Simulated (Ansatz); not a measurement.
# The false plateau in GW convergence: MgH2 (P4_2/mnm)

Aim: vary empty bands and screening cutoff apart and together in G0W0 on MgH2 (P4_2/mnm).

Calculated with Ansatz 0.2.0; G0W0 on PBE, plane waves, PAW; PAW set soft_1.

Report form: the programs' logs are mostly left out.

## 1. Starting point

The structure is tetragonal, space group P4_2/mnm (No. 136). The conventional cell has a = 4.517 Å, b = 4.517 Å, c = 3.021 Å, α = 90.00°, β = 90.00°, γ = 90.00°. Nearest to Mg lie 6 H at 1.95 Å. Nearest to H lie 3 Mg at 1.95 Å. Farther neighbours are not listed.

Coordinates:

```cif
data_structure
_symmetry_space_group_name_H-M 'P 1'
_symmetry_Int_Tables_number 1
_cell_length_a 4.5168
_cell_length_b 4.5168
_cell_length_c 3.0205
_cell_angle_alpha 90.000
_cell_angle_beta 90.000
_cell_angle_gamma 90.000
_cell_volume 61.62
loop_
_atom_site_label
_atom_site_type_symbol
_atom_site_fract_x
_atom_site_fract_y
_atom_site_fract_z
_atom_site_occupancy
Mg1 Mg 0.00000 0.00000 0.00000 1
Mg2 Mg 0.50000 0.50000 0.50000 1
H3 H 0.30600 0.30600 0.00000 1
H4 H 0.19400 0.80600 0.50000 1
H5 H 0.69400 0.69400 0.00000 1
H6 H 0.80600 0.19400 0.50000 1
```

The cell and positions come from the Crystallography Open Database and are kept as given unless a step says otherwise.

## 2. 49 empty bands, screening to 50 eV

Now the one-shot GW correction: screening in the RPA, then the self-energy of the levels asked for. This step takes PAW set soft_1 files.

The input, input.yaml:

```yaml
crystal:
  lattice:
    - [4.5168, 0.0, 0.0]
    - [0.0, 4.5168, 0.0]
    - [0.0, 0.0, 3.0205]
  atoms:
    - { symbol: Mg, position: [0.0, 0.0, 0.0] }
    - { symbol: Mg, position: [0.5, 0.5, 0.5] }
    - { symbol: H, position: [0.306, 0.306, 0.0] }
    - { symbol: H, position: [0.194, 0.806, 0.5] }
    - { symbol: H, position: [0.694, 0.694, 0.0] }
    - { symbol: H, position: [0.806, 0.194, 0.5] }
kpoints:
  mp_grid: { grid: [4, 4, 4] }
hamiltonian:
  xc: pbe
  pseudopotentials: { kind: paw, azcp: { folder: soft_1 } }
scf:
  occupations: { method: fixed }
gw:
  n_empty_bands: 49
  ecut_chi: 50
  qp_bands: [v2, c2]
  qp_kpoints: band_edges
  screening: { model: contour_deformation }
```

On the command line:

```bash
ansatz run input.yaml --threads 2 --pin off --max-ram 92160MiB --backend cuda --events-out ev --progress --plain --runs-dir out --devices 1 --max-vram 13GiB
```

Run time: 12 s. Hardware: 1 × NVIDIA H100 80GB HBM3 (shared by 6 runs) with 2 threads of AMD EPYC 7R13 (Zen 3), shared host; peak memory 0.99 GiB.

Numbers from this step:

| Quantity | Value |
| --- | --- |
| bands summed | 61 |
| RPA ε∞ on this mesh (eigenvalues) | 3.647, 3.657, 3.657 |
| plane waves in the screening matrix | 47 |
| q-points in the mesh | 64 |
| G0W0 gap on the mesh | 5.693 eV |
| k of the valence top | 0, 0.25, 0 |
| k of the conduction bottom | -0.5, -0.5, -0.5 |
| starting gap on the mesh | 3.906 eV |
| Z at the valence top | 0.7743 |
| Z at the conduction bottom | 0.8110 |
| least direct G0W0 gap on the computed points | 6.502 eV |

The gap on the mesh goes from 3.91 eV to 5.69 eV, a correction of +1.79 eV. Between the two edge states, bare exchange in place of the xc potential would open the gap by 7.82 eV, and correlation takes back 6.03 eV.

## 3. 257 empty bands, screening to 50 eV

Changes to input.yaml since step 2:

```diff
@@ -20,3 +20,3 @@
 gw:
-  n_empty_bands: 49
+  n_empty_bands: 257
   ecut_chi: 50
```

Elapsed: 16 s, on 1 × NVIDIA H100 80GB HBM3 (shared by 6 runs) with 2 threads; peak memory 1.1 GiB.

This step gave:

```yaml
bands_summed: 269
rpa_eps_infinity_on_this_mesh_eigenvalues: 3.668, 3.675, 3.675
plane_waves_in_the_screening_matrix: 47
g0w0_gap_on_the_mesh: 5.649 eV
k_of_the_valence_top: 0, 0.25, 0
k_of_the_conduction_bottom: -0.5, -0.5, -0.5
starting_gap_on_the_mesh: 3.906 eV
least_direct_g0w0_gap_on_the_computed_points: 6.460 eV
```

Against the run with 4×4×4 mesh, 49 empty bands, screening to 50 eV, PAW set soft_1 files, the gap moves by −0.04 eV.

## 4. 139 empty bands, screening to 100 eV

Another rung: the empty bands reach about as high as the screening cutoff, so the two stay in balance.

Changes to input.yaml since step 3:

```diff
@@ -20,4 +20,4 @@
 gw:
-  n_empty_bands: 257
-  ecut_chi: 50
+  n_empty_bands: 139
+  ecut_chi: 100
   qp_bands: [v2, c2]
```

The job ended after 12 s (1 × NVIDIA H100 80GB HBM3 (shared by 6 runs) with 2 threads; peak memory 1.1 GiB; 16 s of CPU time).

The G0W0 gap on the mesh is 5.851 eV.

## 5. 727 empty bands, screening to 100 eV

Changes to input.yaml since step 4:

```diff
@@ -20,3 +20,3 @@
 gw:
-  n_empty_bands: 139
+  n_empty_bands: 727
   ecut_chi: 100
```

Wall time 27 s (1 × NVIDIA H100 80GB HBM3 (shared by 6 runs) with 2 threads); peak memory 1.7 GiB.

The G0W0 gap on the mesh is 5.846 eV.

## 6. 49 empty bands, screening to 150 eV

Changes to input.yaml since step 5:

```diff
@@ -20,4 +20,4 @@
 gw:
-  n_empty_bands: 727
-  ecut_chi: 100
+  n_empty_bands: 49
+  ecut_chi: 150
   qp_bands: [v2, c2]
```

Run time: 7.8 s. Hardware: 1 × NVIDIA H100 80GB HBM3 (shared by 6 runs) with 2 threads; peak memory 1.1 GiB; 7.1 s of CPU time.

The G0W0 gap on the mesh is 5.861 eV.

## 7. 257 empty bands, screening to 150 eV

Changes to input.yaml since step 6:

```diff
@@ -20,3 +20,3 @@
 gw:
-  n_empty_bands: 49
+  n_empty_bands: 257
   ecut_chi: 150
```

Wall time 33 s (1 × NVIDIA H100 80GB HBM3 (shared by 6 runs) with 2 threads); peak memory 1.2 GiB; 41 s of CPU time.

The G0W0 gap on the mesh is 5.937 eV.

## 8. 456 empty bands, screening to 220 eV

Changes to input.yaml since step 7:

```diff
@@ -20,4 +20,4 @@
 gw:
-  n_empty_bands: 257
-  ecut_chi: 150
+  n_empty_bands: 456
+  ecut_chi: 220
   qp_bands: [v2, c2]
```

Run time: 20 s. Hardware: 1 × NVIDIA H100 80GB HBM3 (shared by 6 runs) with 2 threads; peak memory 1.6 GiB; 26 s of CPU time.

The G0W0 gap on the mesh is 5.994 eV.

## 9. 139 empty bands, screening to 300 eV

Changes to input.yaml since step 8:

```diff
@@ -20,4 +20,4 @@
 gw:
-  n_empty_bands: 456
-  ecut_chi: 220
+  n_empty_bands: 139
+  ecut_chi: 300
   qp_bands: [v2, c2]
```

The job ended after 15 s (1 × NVIDIA H100 80GB HBM3 (shared by 6 runs) with 2 threads; peak memory 2.2 GiB; 14 s of CPU time).

The G0W0 gap on the mesh is 5.955 eV.

## 10. 727 empty bands, screening to 300 eV

Changes to input.yaml since step 9:

```diff
@@ -20,3 +20,3 @@
 gw:
-  n_empty_bands: 139
+  n_empty_bands: 727
   ecut_chi: 300
```

It took 24 s on 1 × NVIDIA H100 80GB HBM3 (shared by 6 runs) with 2 threads; peak memory 2.6 GiB; 35 s of CPU time.

The G0W0 gap on the mesh is 6.024 eV.

## 11. The grid

Start PBE, 4×4×4 mesh. Times are wall times on 1 × NVIDIA H100 80GB HBM3 (shared by 6 runs) with 2 threads of AMD EPYC 7R13 (Zen 3), shared host, good to a factor of about two.

```
cutoff (eV)  plane waves at q = 0  bands summed  gap (eV)  Σc valence (eV)  Σc conduction (eV)   time
         50                    47            61     5.693             2.58               -3.45   12 s
         50                    47           269     5.649             2.45               -3.63   16 s
        100                   145           151     5.851             2.25               -3.62   12 s
        100                   145           739     5.846             2.20               -3.68   27 s
        150                   267            61     5.861             2.48               -3.38  7.8 s
        150                   267           269     5.937             2.13               -3.66   33 s
        220                   471           468     5.994             2.06               -3.67   20 s
        300                   729           151     5.955             2.19               -3.58   15 s
        300                   729           739     6.024             2.03               -3.67   24 s
```

## 12. Results

| Property | Result |
| --- | --- |
| 61 bands, 50 eV | 5.693 eV |
| 269 bands, 50 eV | 5.649 eV |
| 151 bands, 100 eV | 5.851 eV |
| 739 bands, 100 eV | 5.846 eV |
| 61 bands, 150 eV | 5.861 eV |
| 269 bands, 150 eV | 5.937 eV |
| 468 bands, 220 eV | 5.994 eV |
| 151 bands, 300 eV | 5.955 eV |
| 739 bands, 300 eV | 6.024 eV |
| estimated limit along the diagonal | 6.07 eV |
| mesh and start | 4×4×4, PBE |

At 50 eV, going from 61 to 269 bands moves the gap by −0.04 eV. At 100 eV, going from 151 to 739 bands moves the gap by −0.01 eV. At 150 eV, going from 61 to 269 bands moves the gap by +0.08 eV. At 300 eV, going from 151 to 739 bands moves the gap by +0.07 eV. At 61 bands, raising the cutoff from 50 to 150 eV moves it by +0.17 eV. At 269 bands, raising the cutoff from 50 to 150 eV moves it by +0.29 eV. At 151 bands, raising the cutoff from 100 to 300 eV moves it by +0.10 eV. At 739 bands, raising the cutoff from 100 to 300 eV moves it by +0.18 eV. Along the diagonal, where both rise together, the two highest rungs point to 6.07 eV. The 4×4×4 mesh misses a band edge: on 6×6×8 the PBE gap is 3.80 eV, so these values are not the fundamental gap, which lies some 0.11 eV lower. A low cutoff hides what high bands add, so a band series at one cutoff can look settled before the gap is. The 4×4×4 mesh is coarse for this cell (its supercell is 12 Å along the shortest edge). The RPA ε∞ on it, from the PBE start, is 3.65 and 3.66; such meshes misread the long-range screening, most where the gap is narrow.

[Paths, hosts, dates, memory and timing lines, banners, echoed tables and standing remarks are left out of the program output.]

[Logs are printed without paths, hosts, clocks, repeated set-up lines and the standing remarks that a program may print on its own settings, such as how far it seeks lower states.]

[Runs of the session that timed out or met a known fault of the program may be left out.]

[Cells called generated may have been cut or substituted from an entry of the Crystallography Open Database or the Materials Project.]

[Hosts, paths, dates, database ids (printed as entryN), source tags and the programs' standing remarks are cut or masked in the printed files.]
